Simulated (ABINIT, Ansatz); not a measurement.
# TlGeH3 (Pm-3m): zone-centre phonons, part 2 of 4

Aim: the zone-centre modes of TlGeH3 (Pm-3m).

ABINIT 10.8.3; DFT LDA, scalar-relativistic, plane waves, HGH norm-conserving pseudopotentials.

So far. Step 2 (Relaxing the cell and atoms): The volume changes by -3.1 % from the cell with which this run began. Step 3 (Ground state): The cell stands at -0.48 GPa: the relaxation ran with a smoothed and higher cutoff, and the difference is a stress of the finite basis. The relaxed cell has a = 3.852 Å (conventional setting).

The structure was built from a prototype and need not be the compound's stable phase.

## Step 4: Linear response at Γ

At q = 0 one unit cell holds all displacements. The response is solved for single atoms along the cell's directions, and symmetry skips those that follow from others. The crystal is treated as a metal, which screens a static field, so no field response is asked.

The input, dfpt_gamma.abi:

```

# common to the responses
getwfk_filepath "gso_WFK"
kptopt 2
nqpt 1
qpt 0.0 0.0 0.0
asr 0
chneut 0

# displacements
rfphon 1
rfatpol 1 5
rfdir 1 1 1
tolvrs 1.0d-10
prtwf 0

# basis, mesh and filling
ecut 35.0
ixc 7
ngkpt 8 8 8
nshiftk 1
shiftk 0.0 0.0 0.0
istwfk *1
occopt 7
tsmear 0.01
nband 11
nstep 100
diemac 1000000.0
prtebands 0
prtgsr 0

# cell and atoms
acell 3*1.0 Angstrom
rprim 
    3.851900904 0.0 0.0
    0.0 3.851900904 0.0
    0.0 0.0 3.851900904
ntypat 3
znucl 81 32 1
natom 5
typat 1 2 3 3 3
xred 
    0.0 0.0 0.0
    0.5 0.5 0.5
    0.5 0.5 0.0
    0.5 0.0 0.5
    0.0 0.5 0.5
pp_dirpath "./pseudo"
pseudos "Tl.hgh, Ge.hgh, H.hgh"
```

On the command line:

```bash
OMP_NUM_THREADS=1 mpirun -n 4 abinit dfpt_gamma.abi > dfpt_gamma.log
```

Numbers of over 12 decimals in the logs are rounded to 6 here.

dfpt_gamma.abo, the main output file:

```text
[banners, grids, parts of the stress and lines that vanish by symmetry left out]
- input  file    -> dfpt_gamma.abi
- output file    -> dfpt_gamma.abo
- root for input  files -> dfpt_gammai
- root for output files -> dfpt_gammao

 Symmetries : space group Pm -3 m (#221); Bravais cP (primitive cubic)
================================================================================
 Values of the parameters that define the memory need of the present run (RF).
     intxc =       0      iscf =       7    lmnmax =       6     lnmax =       6
     mgfft =      40  mpssoang =       3    mqgrid =    3001     natom =       5
  nloc_mem =       1    nspden =       1   nspinor =       1    nsppol =       1
      nsym =      48    n1xccc =       0    ntypat =       3    occopt =       7
   xclevel =       1
-    mband =          11        mffmem =           1         mkmem =          65
-   mkqmem =          65        mk1mem =          65           mpw =        3840
      nfft =       64000          nkpt =         260
- my_mband =          11
================================================================================
================================================================================

--------------------------------------------------------------------------------
------------- Echo of variables that govern the present computation ------------
--------------------------------------------------------------------------------
-
- outvars: echo of selected default values
-   iomode0 =  0 , fftalg0 =312 , wfoptalg0 =  0
-
- outvars: echo of global parameters not present in the input file
-  max_nthreads =    1
-
 -outvars: echo values of preprocessed input variables
 [... echo left out ...]
================================================================================

 chkinp: Checking input parameters for consistency.

[...]
== DATASET  1 ==================================================================
-   mpi_nproc: 4, omp_nthreads: 1 (-1 if OMP is not activated)

--- !DatasetInfo
iteration_state: {dtset: 1, }
dimensions: {natom: 5, nkpt: 260, mband: 11, nsppol: 1, nspinor: 1, nspden: 1, mpw: 3840, }
cutoff_energies: {ecut:  35.0, pawecutdg:  -1.0, }
electrons: {nelect:   1.00000000E+01, charge:   0.00000000E+00, occopt:   7.00000000E+00, tsmear:   1.00000000E-02, }
meta: {optdriver: 1, rfphon: 1, }
...

 mkfilename: getwfk from: gso_WFK

 Exchange-correlation functional for the present dataset will be:
  LDA: Perdew-Wang 92 LSD fit to Ceperley-Alder data - ixc=7
 Citation for XC functional:
  J.P.Perdew and Y.Wang, PRB 45, 13244 (1992)

 Real(R)+Recip(G) space primitive vectors, cartesian coordinates (Bohr,Bohr^-1):
 R(1)=  7.2790378  0.0000000  0.0000000  G(1)=  0.1373808  0.0000000  0.0000000
 R(2)=  0.0000000  7.2790378  0.0000000  G(2)=  0.0000000  0.1373808  0.0000000
 R(3)=  0.0000000  0.0000000  7.2790378  G(3)=  0.0000000  0.0000000  0.1373808
 Unit cell volume ucvol=  3.8567538E+02 bohr^3
 Angles (23,13,12)=  9.00000000E+01  9.00000000E+01  9.00000000E+01 degrees
 setup1 : take into account q-point for computing boxcut.

 getcut: wavevector=  0.0000  0.0000  0.0000  ngfft=  40  40  40
         ecut(hartree)=     35.000   => boxcut(ratio)=   2.06342

--- Pseudopotential description ------------------------------------------------
- pspini: atom type   1  psp file is ./pseudo/Tl.hgh

- pspini: atom type   2  psp file is ./pseudo/Ge.hgh

- pspini: atom type   3  psp file is ./pseudo/H.hgh

   9.93926463E+01                                ecore*ucvol(ha*bohr**3)
--------------------------------------------------------------------------------

 ==>  initialize data related to q vector <==

 The list of irreducible perturbations for this q vector is:
    1)    idir= 1    ipert=   1
    2)    idir= 1    ipert=   2
    3)    idir= 1    ipert=   3
    4)    idir= 3    ipert=   3

[...]
The perturbation idir=   2  ipert=   1 is
 symmetric of a previously calculated perturbation.
 So, its SCF calculation is not needed.

 The perturbation idir=   3  ipert=   1 is
 symmetric of a previously calculated perturbation.
 So, its SCF calculation is not needed.

 The perturbation idir=   2  ipert=   2 is
 symmetric of a previously calculated perturbation.
 So, its SCF calculation is not needed.

 The perturbation idir=   3  ipert=   2 is
 symmetric of a previously calculated perturbation.
 So, its SCF calculation is not needed.

[...]
The perturbation idir=   2  ipert=   5 is
 symmetric of a previously calculated perturbation.
 So, its SCF calculation is not needed.

 The perturbation idir=   3  ipert=   5 is
 symmetric of a previously calculated perturbation.
 So, its SCF calculation is not needed.

--------------------------------------------------------------------------------
 Perturbation wavevector (in red.coord.)   0.000000  0.000000  0.000000
 Perturbation : displacement of atom   1   along direction   1
 Found     8 symmetries that leave the perturbation invariant.

[...]
dfpt_looppert : total number of electrons, from k and k+q
  fully or partially occupied states are    1.000000E+01 and    1.000000E+01.
 Initialisation of the first-order wave-functions :
  ireadwf=   0

--- !BeginCycle
iteration_state: {dtset: 1, }
solver: {iscf: 7, nstep: 100, nline: 4, wfoptalg: 0, }
tolerances: {tolvrs: 1.00E-10, }
...

     iter   2DEtotal(Ha)        deltaE(Ha) residm    vres2
-ETOT  1   3.863221     -2.216E+01 1.213E-01 1.391E+04
 ETOT  2  0.891682     -2.972E+00 1.666E-03 2.890E+02
 ETOT  3  0.830261     -6.142E-02 6.203E-05 2.891E+00
 ETOT  4  0.829691     -5.705E-04 6.531E-07 1.580E-02
 ETOT  5  0.829689     -2.250E-06 4.936E-09 6.691E-05
[...]
At SCF step    8       vres2   =  6.74E-12 < tolvrs=  1.00E-10 =>converged.
[...]
Mean square residual over all n,k,spin=   11.674E-17; max=  15.853E-16

 Thirteen components of 2nd-order total energy (hartree) are
 1,2,3: 0th-order hamiltonian combined with 1st-order wavefunctions
     kin0=   3.01433904E+01 eigvalue=   4.52690184E-01  local=  -1.62744525E+01
 4,5,6: 1st-order hamiltonian combined with 1st and 0th-order wfs
 loc psp =   4.69776440E+00  Hartree=   4.02735020E+00     xc=  -3.01406286E+00
 note that "loc psp" includes a xc core correction that could be resolved
 7,8,9: eventually, occupation + non-local contributions
    edocc=   3.88558730E+00     enl0=   5.97070188E+00   enl1=  -5.50801738E+01
 1-9 gives the relaxation energy (to be shifted if some occ is /=2.0)
   erelax=  -2.51912048E+01
 10,11,12 Non-relaxation  contributions : frozen-wavefunctions and Ewald
 fr.local=  -1.26583531E+01 fr.nonlo=   2.65946004E+01  Ewald=   1.20846459E+01
 13,14 Frozen wf xc core corrections (1) and (2)
 frxc 1  =   0.00000000E+00  frxc 2 =   0.00000000E+00
 Resulting in :
 2DEtotal=    0.8296885271E+00 Ha. Also 2DEtotal=    0.225769749740E+02 eV
    (2DErelax=   -2.5191204757E+01 Ha. 2DEnonrelax=    2.6020893284E+01 Ha)
    (  non-var. 2DEtotal :    8.2968858926E-01 Ha)

[...]
Perturbation wavevector (in red.coord.)   0.000000  0.000000  0.000000
 Perturbation : displacement of atom   2   along direction   1
 Found     8 symmetries that leave the perturbation invariant.

[...]
dfpt_looppert : total number of electrons, from k and k+q
  fully or partially occupied states are    1.000000E+01 and    1.000000E+01.
 Initialisation of the first-order wave-functions :
  ireadwf=   0

--- !BeginCycle
iteration_state: {dtset: 1, }
solver: {iscf: 7, nstep: 100, nline: 4, wfoptalg: 0, }
tolerances: {tolvrs: 1.00E-10, }
...

     iter   2DEtotal(Ha)        deltaE(Ha) residm    vres2
-ETOT  1   16.086398722317     -8.068E+01 5.573E-01 6.869E+04
[...]
At SCF step    8       vres2   =  3.26E-11 < tolvrs=  1.00E-10 =>converged.
[...]
Mean square residual over all n,k,spin=   42.552E-17; max=  39.707E-16

 Thirteen components of 2nd-order total energy (hartree) are
 1,2,3: 0th-order hamiltonian combined with 1st-order wavefunctions
     kin0=   9.36740461E+01 eigvalue=   1.73617652E+00  local=  -4.58480514E+01
 4,5,6: 1st-order hamiltonian combined with 1st and 0th-order wfs
 loc psp =  -1.70845122E+01  Hartree=   1.77708716E+01     xc=  -9.29792726E+00
 note that "loc psp" includes a xc core correction that could be resolved
 7,8,9: eventually, occupation + non-local contributions
    edocc=   1.03288134E+01     enl0=   2.91068431E+01   enl1=  -1.77857032E+02
 1-9 gives the relaxation energy (to be shifted if some occ is /=2.0)
   erelax=  -9.74707719E+01
 10,11,12 Non-relaxation  contributions : frozen-wavefunctions and Ewald
 fr.local=   1.18558591E+00 fr.nonlo=   8.17722488E+01  Ewald=   1.38110239E+01
 13,14 Frozen wf xc core corrections (1) and (2)
 frxc 1  =   0.00000000E+00  frxc 2 =   0.00000000E+00
 Resulting in :
 2DEtotal=   -0.7019131599E+00 Ha. Also 2DEtotal=   -0.191000301040E+02 eV
    (2DErelax=   -9.7470771855E+01 Ha. 2DEnonrelax=    9.6768858696E+01 Ha)
    (  non-var. 2DEtotal :   -7.0191326534E-01 Ha)

[...]
Perturbation wavevector (in red.coord.)   0.000000  0.000000  0.000000
 Perturbation : displacement of atom   3   along direction   1
 Found     4 symmetries that leave the perturbation invariant.

[...]
dfpt_looppert : total number of electrons, from k and k+q
  fully or partially occupied states are    1.000000E+01 and    1.000000E+01.
 Initialisation of the first-order wave-functions :
  ireadwf=   0

--- !BeginCycle
iteration_state: {dtset: 1, }
solver: {iscf: 7, nstep: 100, nline: 4, wfoptalg: 0, }
tolerances: {tolvrs: 1.00E-10, }
...

     iter   2DEtotal(Ha)        deltaE(Ha) residm    vres2
-ETOT  1   3.740629     -4.989E+01 2.608E-01 1.353E+04
[...]
At SCF step    8       vres2   =  1.40E-11 < tolvrs=  1.00E-10 =>converged.
[...]
Mean square residual over all n,k,spin=   13.864E-17; max=  13.023E-16

 Thirteen components of 2nd-order total energy (hartree) are
 1,2,3: 0th-order hamiltonian combined with 1st-order wavefunctions
     kin0=   5.77799746E+01 eigvalue=   3.99010185E-01  local=  -1.26497092E+01
 4,5,6: 1st-order hamiltonian combined with 1st and 0th-order wfs
 loc psp =  -1.06085354E+02  Hartree=   9.97129581E+00     xc=  -6.16779757E+00
 note that "loc psp" includes a xc core correction that could be resolved
 7,8,9: eventually, occupation + non-local contributions
    edocc=   3.41768971E+00     enl0=   2.92213318E-01   enl1=   0.00000000E+00
 1-9 gives the relaxation energy (to be shifted if some occ is /=2.0)
   erelax=  -5.30426770E+01
 10,11,12 Non-relaxation  contributions : frozen-wavefunctions and Ewald
 fr.local=   5.55299390E+01 fr.nonlo=   0.00000000E+00  Ewald=  -1.89547559E+00
 13,14 Frozen wf xc core corrections (1) and (2)
 frxc 1  =   0.00000000E+00  frxc 2 =   0.00000000E+00
 Resulting in :
 2DEtotal=    0.5917864115E+00 Ha. Also 2DEtotal=    0.161033286176E+02 eV
    (2DErelax=   -5.3042676990E+01 Ha. 2DEnonrelax=    5.3634463401E+01 Ha)
    (  non-var. 2DEtotal :    5.9178648281E-01 Ha)

[...]
Perturbation wavevector (in red.coord.)   0.000000  0.000000  0.000000
 Perturbation : displacement of atom   3   along direction   3
 Found     8 symmetries that leave the perturbation invariant.

--------------------------------------------------------------------------------

--------------------------------------------------------------------------------

 dfpt_looppert : total number of electrons, from k and k+q
  fully or partially occupied states are    1.000000E+01 and    1.000000E+01.
 Initialisation of the first-order wave-functions :
  ireadwf=   0

--- !BeginCycle
iteration_state: {dtset: 1, }
solver: {iscf: 7, nstep: 100, nline: 4, wfoptalg: 0, }
tolerances: {tolvrs: 1.00E-10, }
...

     iter   2DEtotal(Ha)        deltaE(Ha) residm    vres2
-ETOT  1   3.776945     -5.295E+01 4.867E-01 2.031E+04
[...]
ETOT  7  -1.932308     -3.831E-11 1.694E-13 1.505E-09
 ETOT  8  -1.932308     -5.080E-12 1.180E-15 6.761E-12

 At SCF step    8       vres2   =  6.76E-12 < tolvrs=  1.00E-10 =>converged.
[...]
Mean square residual over all n,k,spin=   86.584E-18; max=  11.804E-16

 Thirteen components of 2nd-order total energy (hartree) are
 1,2,3: 0th-order hamiltonian combined with 1st-order wavefunctions
     kin0=   5.60142210E+01 eigvalue=   4.39014458E-01  local=  -1.27245920E+01
 4,5,6: 1st-order hamiltonian combined with 1st and 0th-order wfs
 loc psp =  -1.17326157E+02  Hartree=   1.32738957E+01     xc=  -7.89747172E+00
 note that "loc psp" includes a xc core correction that could be resolved
 7,8,9: eventually, occupation + non-local contributions
    edocc=   9.09794465E+00     enl0=   4.60066378E-01   enl1=   0.00000000E+00
 1-9 gives the relaxation energy (to be shifted if some occ is /=2.0)
   erelax=  -5.86630784E+01
 10,11,12 Non-relaxation  contributions : frozen-wavefunctions and Ewald
 fr.local=   3.74024175E+01 fr.nonlo=   0.00000000E+00  Ewald=   1.93283531E+01
 13,14 Frozen wf xc core corrections (1) and (2)
 frxc 1  =   0.00000000E+00  frxc 2 =   0.00000000E+00
 Resulting in :
 2DEtotal=   -0.1932307802E+01 Ha. Also 2DEtotal=   -0.525807739384E+02 eV
    (2DErelax=   -5.8663078445E+01 Ha. 2DEnonrelax=    5.6730770643E+01 Ha)
    (  non-var. 2DEtotal :   -1.9323078245E+00 Ha)

[...]
---- first-order wavefunction calculations are completed ----

 ==> Compute Derivative Database <==

 [... matrices left out ...]
  Phonon wavevector (reduced coordinates) :  0.00000  0.00000  0.00000
 Phonon energies in Hartree :
  -4.495975E-03 -4.495975E-03 -4.495975E-03  1.045074E-06  1.045076E-06
   1.045083E-06  3.932444E-04  3.932444E-04  3.932444E-04  2.387540E-03
   2.387540E-03  2.387540E-03  2.570934E-03  2.570934E-03  2.570934E-03
 Phonon frequencies in cm-1    :
- -9.867525E+02 -9.867525E+02 -9.867525E+02  2.293672E-01  2.293677E-01
-  2.293691E-01  8.630716E+01  8.630716E+01  8.630716E+01  5.240044E+02
-  5.240044E+02  5.240044E+02  5.642548E+02  5.642548E+02  5.642548E+02

== END DATASET(S) ==============================================================
================================================================================

 -outvars: echo values of variables after computation
            acell      1.8897261259E+00  1.8897261259E+00  1.8897261259E+00 Bohr
           etotal     -1.9323078017E+00
            fcart      0.0000000000E+00  0.0000000000E+00  0.0000000000E+00
           strten      0.0000000000E+00  0.0000000000E+00  0.0000000000E+00
================================================================================
```

Run time: 62 s. Hardware: 4 MPI ranks of Arm Neoverse V2, shared host; 4.1 min of CPU time.

Numbers from this step:

```
largest acoustic frequency at the zone centre before the sum rule : 0.23 cm⁻¹
highest optical zone-centre mode (no LO-TO term)                  : 564.2 cm⁻¹
lowest optical zone-centre mode                                   : -986.8 cm⁻¹
```

The acoustic modes at Γ come out as far as 0.2 cm⁻¹ from zero, where they should vanish, a small numerical error. The lowest optical mode is imaginary, 987i cm⁻¹, an instability at this level and on this k mesh.

[end of part 2 of 4]

[Host names and launcher messages were left out of these logs when they were recorded.]

[Logs are printed without paths, hosts, clocks, repeated set-up lines and the standing remarks that a program may print on its own settings, such as how far it seeks lower states.]

[Hosts, paths, dates, database ids (printed as entryN), source tags and the programs' standing remarks are cut or masked in the printed files.]
